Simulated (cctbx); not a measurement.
# A disordered crystal of nominal Al2FeB2Ir5

Cell a = 9.0090 Å, b = 9.0090 Å, c = 2.8730 Å, α = 90.00°, β = 90.00°, γ = 90.00°; space group P4/mbm (no. 127); nominal formula Al2FeB2Ir5.

Simulated single-crystal data (cctbx): Mo Kα, λ = 0.71073 Å, to d = 0.6 Å, 70 % of the full sphere, strongest reflection 40000 counts, noise from counting, a 6 % proportional error and a noise floor of 4 counts (s.d.); no absorption, and some extinction, which the refinements don't model.

With every site full:

```text
Rint 0.048, 350 unique reflections to 0.60 A
cycle     R1     wR2    GooF  max shift (A)
   1  0.1220  0.2873  10.062   0.00355
   3  0.0135  0.0307   1.076   0.00013
final R1 0.0135 wR2 0.0307 GooF 1.076  parameters 19  data/parameter 18.4
atom        x        y        z      Ueq    occ   su(xyz)  su(Uiso or U11)
Ir1    0.56437  0.71670  0.50000   0.0123  1.000  0.00002  0.0001
Ir2    0.50000  0.00000  0.50000   0.0136  1.000  0.00000  0.0001
Fe1    0.50000  0.50000  0.00000   0.0240  1.000  0.00000  0.0004
Al2    0.82651  0.67349  0.00000   0.0239  1.000  0.00019  0.0006
B1     0.61991  0.88009  0.00000   0.0317  1.000  0.00081  0.0024
difference map: max 1.41 min -2.36 rms 0.45
Q1    0.0000  0.0000  0.5000    2    1.41  1.44 A from Fe1
Q2    0.1249  0.7135  0.5000    8    1.41  0.83 A from Ir1
Q3    0.2428  0.2572  0.3024    8    1.30  1.24 A from Al2
Q4    0.0000  0.5000  0.1487    4    1.24  1.01 A from Ir2
Q5    0.2113  0.7113  0.2157    8    1.12  1.32 A from B1
Q6    0.1026  0.7053  0.2991   16    1.10  0.97 A from Ir1
```

With the occupancies of the suspect sites free, each still typed as its main element:

```text
Rint 0.048, 350 unique reflections to 0.60 A
cycle     R1     wR2    GooF  max shift (A)
   1  0.0648  0.2118   7.439   0.00277
  17  0.0132  0.0295   1.037   0.00009
final R1 0.0132 wR2 0.0295 GooF 1.035  parameters 21  data/parameter 16.7
atom        x        y        z      Ueq    occ   su(xyz)  su(Uiso or U11)
Ir1    0.56438  0.71670  0.50000   0.0123  1.000  0.00001  0.0001
Ir2    0.50000  0.00000  0.50000   0.0136  1.000  0.00000  0.0001
Fe1    0.50000  0.50000  0.00000   0.0232  0.978  0.00000  0.0005
Al2    0.82651  0.67349  0.00000   0.0241  1.007  0.00018  0.0008
B1     0.61975  0.88025  0.00000   0.0316  1.000  0.00078  0.0023
su of occupancy Fe1: 0.009
su of occupancy Al2: 0.016
difference map: max 1.40 min -2.19 rms 0.44
Q1    0.1244  0.7136  0.5000    8    1.42  0.83 A from Ir1
Q2    0.0000  0.0000  0.5000    2    1.40  1.44 A from Fe1
Q3    0.2427  0.2573  0.3024    8    1.29  1.24 A from Al2
Q4    0.0000  0.5000  0.1482    4    1.23  1.01 A from Ir2
Q5    0.2113  0.7113  0.2162    8    1.11  1.32 A from B1
Q6    0.1023  0.7051  0.2996   16    1.10  0.97 A from Ir1
```

**Question.** What is the disorder?

X-rays count electrons. Fe1 refines to 0.978(0.009), or 25.4 electrons; the site truly holds 0.9 Fe and 0.1 Al, 24.7 electrons, which is 0.950 of Fe; Al2 refines to 1.007(0.016), or 13.1 electrons; the site truly holds 0.95 Al and 0.05 Fe, 13.7 electrons, which is 1.050 of Al. All are within 3 s.u. of full, so these data don't show the disorder. Occupancy correlates with U and the scale, and the two elements' form factors differ in shape, so the match is approximate.

Freeing them takes R1 from 0.0135 to 0.0132 and GooF from 1.08 to 1.03.

The model is made up (kin elements in a known structure type, no relaxation), so it says nothing on whether the phase exists.

[Middle refinement cycles are left out of these outputs.]

[Logs are printed without paths, hosts, clocks, repeated set-up lines and the standing remarks that a program may print on its own settings, such as how far it seeks lower states.]
